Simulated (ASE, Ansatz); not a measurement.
# Convergence of a linear-scaling basis for random fluorite-type alloy of CaF2 and CdF2 (96 atoms), part 2 of 2

Wanted: errors and times of a linear-scaling basis for random fluorite-type alloy of CaF2 and CdF2 (96 atoms). A setting counts as converged where the r.m.s. difference of forces stays under 1 % of the r.m.s. force.

Ansatz 0.2.0; Kohn-Sham DFT, PBE, PAW (set soft_2), plane waves.

The cell: 24 Ca, 64 F and 8 Cd. The host structure and its lattice constant were typed by rule, without a check against the phase diagram. The Brillouin zone is sampled at Γ only, in a cell whose shortest periodic width is 11 Å.

So far. Step 4 (Support functions medium): Forces differ from the reference by 0.58 meV/Å r.m.s., 0.074 % of their size, well within a tolerance of 1 %; the energy by -5.4 meV/atom. It took 91 s and 13 cycles; the reference's time can't be set against it, since the two runs asked for unlike analyses. Step 8 (With basis.ecutrho_ratio = 6 and scf.algorithm = …): Forces differ from the reference by 0.009 meV/Å r.m.s., 0.0011 % of their size, well within a tolerance of 1 %.

## Step 10: What the reference run shows (continued)

Electrostatic potential energy in the ac plane at fractional y = 0.003, with atoms of Ca and Cd within 0.2 Å of it. With pseudopotentials it is smooth inside the atoms' cores, unlike the true potential.

Ten even steps from '0' (-47 eV) to '9' (12 eV), each cell a mean:
```
0168999999998510047999999999730
4689999999999864578999999999875
8899999999999988899999999999998
9999998778999999999998878899999
9999974224799999999986555689999
9999862001689999999975434589999
9999973003789999999985444589999
9999987667899999999997656799999
9999999999999999999999889999999
7889999999999987789999999999988
2468999999998755568999999999863
0048999999998543457999999999840
0158999999998654458999999999851
5689999999999866679999999999986
8999999999999999999999999999999
9999998888999999999999888999999
9999986336899999999987435799999
9999862002689999999974001589999
9999972002689999999974001589999
9999986446899999999987445799999
9999999888999999999999888999999
8899999999999887789999999999988
3579999999998742368999999999864
0158999999998500037999999999730
```
Columns run along a (10.9 Å; values clipped at the 3rd and 97th percentile), rows up along c (10.9 Å). Atoms in or near the plane, at fractional coordinates: Ca at (0.00, 0.99), Ca at (0.25, 0.24), Ca at (0.01, 0.50), Ca at (0.25, 0.76), Ca at (0.50, 0.00), Ca at (0.74, 0.24), Cd at (0.50, 0.50), Cd at (0.75, 0.75).

Mean Löwdin charges: Ca +1.74, Cd +1.55, F -0.75 e (they miss 0.73 % of the electrons, so they add up to more than the cell's charge). The charge on F changes by -0.017 e for each Ca neighbour that takes the place of another kind, on average.

## Step 11: Local order

Bonds and neighbours are counted at the geometry of the runs.

Density 3.96 g/cm³, 13.45 Å³ an atom.

Pair distribution functions g(r), in bins of 0.2 Å:

| r (Å) | total | F-F | F-Ca | F-Cd | Ca-Ca | Ca-Cd | Cd-Cd |
| --- | --- | --- | --- | --- | --- | --- | --- |
| 1.90 | 0.03 | 0.00 | 0.09 | 0.00 | 0.00 | 0.00 | 0.00 |
| 2.10 | 0.56 | 0.00 | 1.31 | 1.11 | 0.00 | 0.00 | 0.00 |
| 2.30 | 2.78 | 0.09 | 5.97 | 6.73 | 0.00 | 0.00 | 0.00 |
| 2.50 | 2.16 | 1.18 | 3.74 | 3.47 | 0.00 | 0.00 | 0.00 |
| 2.70 | 1.79 | 3.59 | 0.48 | 0.29 | 0.00 | 0.00 | 0.00 |
| 2.90 | 0.65 | 1.46 | 0.00 | 0.00 | 0.00 | 0.00 | 0.00 |
| 3.10 | 0.09 | 0.19 | 0.00 | 0.00 | 0.00 | 0.00 | 0.00 |
| 3.30 | 0.00 | 0.00 | 0.00 | 0.00 | 0.00 | 0.00 | 0.00 |
| 3.50 | 0.13 | 0.28 | 0.00 | 0.00 | 0.14 | 0.00 | 0.00 |
| 3.70 | 1.53 | 2.32 | 0.00 | 0.00 | 4.73 | 4.23 | 4.57 |
| 3.90 | 2.09 | 2.88 | 0.00 | 0.00 | 6.82 | 7.96 | 7.41 |
| 4.10 | 0.59 | 1.04 | 0.02 | 0.00 | 1.19 | 1.15 | 0.00 |
| 4.30 | 0.76 | 0.03 | 1.87 | 1.17 | 0.00 | 0.00 | 0.00 |
| 4.50 | 2.71 | 0.57 | 5.25 | 6.34 | 0.00 | 0.00 | 0.00 |
| 4.70 | 1.64 | 1.54 | 2.21 | 1.94 | 0.00 | 0.00 | 0.00 |
| 4.90 | 0.34 | 0.69 | 0.11 | 0.00 | 0.00 | 0.00 | 0.00 |
| 5.10 | 0.06 | 0.11 | 0.00 | 0.00 | 0.13 | 0.10 | 0.00 |
| 5.30 | 0.38 | 0.57 | 0.00 | 0.00 | 1.00 | 1.49 | 0.56 |
| 5.50 | 0.55 | 0.78 | 0.02 | 0.00 | 1.59 | 2.22 | 0.53 |
| 5.70 | 0.51 | 0.31 | 0.84 | 0.58 | 0.28 | 0.17 | 0.00 |
| 5.90 | 1.99 | 1.29 | 3.08 | 3.51 | 0.00 | 0.00 | 0.00 |
| 6.10 | 1.89 | 2.83 | 1.45 | 1.36 | 0.00 | 0.00 | 0.00 |
| 6.30 | 0.54 | 1.13 | 0.09 | 0.03 | 0.13 | 0.00 | 0.00 |
| 6.50 | 0.81 | 1.24 | 0.00 | 0.00 | 2.39 | 2.31 | 2.25 |
| 6.70 | 1.65 | 2.33 | 0.07 | 0.04 | 5.13 | 5.33 | 5.74 |
| 6.90 | 1.01 | 0.61 | 1.44 | 1.38 | 1.03 | 1.02 | 0.69 |
| 7.10 | 1.30 | 0.05 | 2.77 | 3.25 | 0.00 | 0.00 | 0.00 |
| 7.30 | 0.35 | 0.02 | 0.84 | 0.47 | 0.03 | 0.00 | 0.00 |

Bonds by pair of elements; cutoffs follow the first minimum of g(r), held within bounds set by covalent radii, and pairs that aren't listed don't count as bonded:

| pair A-B | cutoff (Å) | bonds | mean length (Å) | spread (Å) | shortest (Å) | B about A | A about B |
| --- | --- | --- | --- | --- | --- | --- | --- |
| F-Ca | 3.08 | 192 | 2.36 | 0.132 | 1.93 | 3 | 8 |
| F-Cd | 2.91 | 64 | 2.37 | 0.121 | 2.05 | 1 | 8 |

How many atoms have how many bonded neighbours:

| element | mean | 4 | 8 |
| --- | --- | --- | --- |
| Ca | 8 | 0 | 24 |
| Cd | 8 | 0 | 8 |
| F | 4 | 64 | 0 |

For some of the pairs, g(r) has its first main peak near 2.72 Å (F-F), 2.34 Å (F-Ca), 2.36 Å (F-Cd), 3.84 Å (Ca-Ca), 3.87 Å (Ca-Cd) and 3.84 Å (Cd-Cd). With the cutoffs above, all Ca atoms have 8, all Cd atoms have 8 and all F atoms have 4 bonded neighbours.

Local excerpt of 9 atoms (numbers count through the whole input) about Ca28, which bears the longest force; x, y, z are measured from there.

| atom | x | y | z | distance (Å) | bonds | Löwdin charge (e) | Fx | Fy | Fz (eV/Å) |
| --- | --- | --- | --- | --- | --- | --- | --- | --- | --- |
| Ca28 | 0.00 | 0.00 | 0.00 | 0.00 | 8 | 1.74 | -2.74 | 1.82 | -2.41 |
| F36 | 1.15 | -1.02 | 1.17 | 1.93 | 4 | -0.75 | 2.00 | -2.60 | 1.90 |
| F29 | 1.23 | 1.43 | 1.05 | 2.16 | 4 | -0.77 | 0.29 | 0.79 | 0.71 |
| F80 | -1.49 | -1.17 | 1.29 | 2.29 | 4 | -0.74 | 0.77 | -0.95 | -0.50 |
| F26 | 1.36 | -1.25 | -1.49 | 2.37 | 4 | -0.75 | -0.64 | 0.54 | -0.38 |
| F75 | -1.57 | 1.31 | 1.26 | 2.40 | 4 | -0.77 | 1.36 | 1.43 | -0.98 |
| F78 | -1.55 | -1.30 | -1.40 | 2.46 | 4 | -0.73 | 0.49 | 0.07 | -0.55 |
| F33 | 1.25 | 1.61 | -1.60 | 2.59 | 4 | -0.75 | 0.28 | -0.74 | 0.01 |
| F83 | -1.46 | 1.49 | -1.64 | 2.65 | 4 | -0.75 | -0.54 | -0.14 | 0.44 |

The column of bonds counts only the pairs F-Ca within 3.08 Å, F-Cd within 2.91 Å; other neighbours, such as metal atoms beside each other in a compound, aren't counted, and periodic images can show an atom twice.

## Step 12: What came out

```json
{
  "free energy per atom": "-1682.5472 eV/atom",
  "density": "3.957 g/cm³",
  "pressure": "5.697 GPa",
  "r.m.s. force component": "0.7893 eV/Å",
  "gap (highest filled to lowest empty level)": "4.24 eV",
  "wall time of the 4 DFT runs": "3.3 min"
}
```

What this shows: Against plane waves at 420 eV, the forces differ by 0.58 meV/Å (0.074 %) with support functions medium. At 96 atoms the fastest of the runs at a preset level, support functions low, takes roughly 6.2 times the time of plane waves (whose run also made extra analyses, so the like-for-like ratio is larger), in 12 SCF cycles against 8. Differences between support functions and plane waves include what basis error the plane-wave run still has.

The highest filled and lowest empty levels differ by 4.24 eV at Γ alone; the mesh holds the band edges only if they fold onto it, so the gap at this level can be narrower or closed, while semilocal functionals tend to narrow gaps against experiment. With the cutoffs above, all Ca atoms have 8, all Cd atoms have 8 and all F atoms have 4 bonded neighbours.

Caveats: The geometry was built by rule, was displaced at random and isn't relaxed at this level: its force components are 0.79 eV/Å r.m.s. The pressure of 5.7 GPa belongs to a cell and atoms that aren't relaxed at this level.

[Logs are printed without paths, hosts, clocks, repeated set-up lines and the standing remarks that a program may print on its own settings, such as how far it seeks lower states.]

[Hosts, paths, dates, database ids (printed as entryN), source tags and the programs' standing remarks are cut or masked in the printed files.]
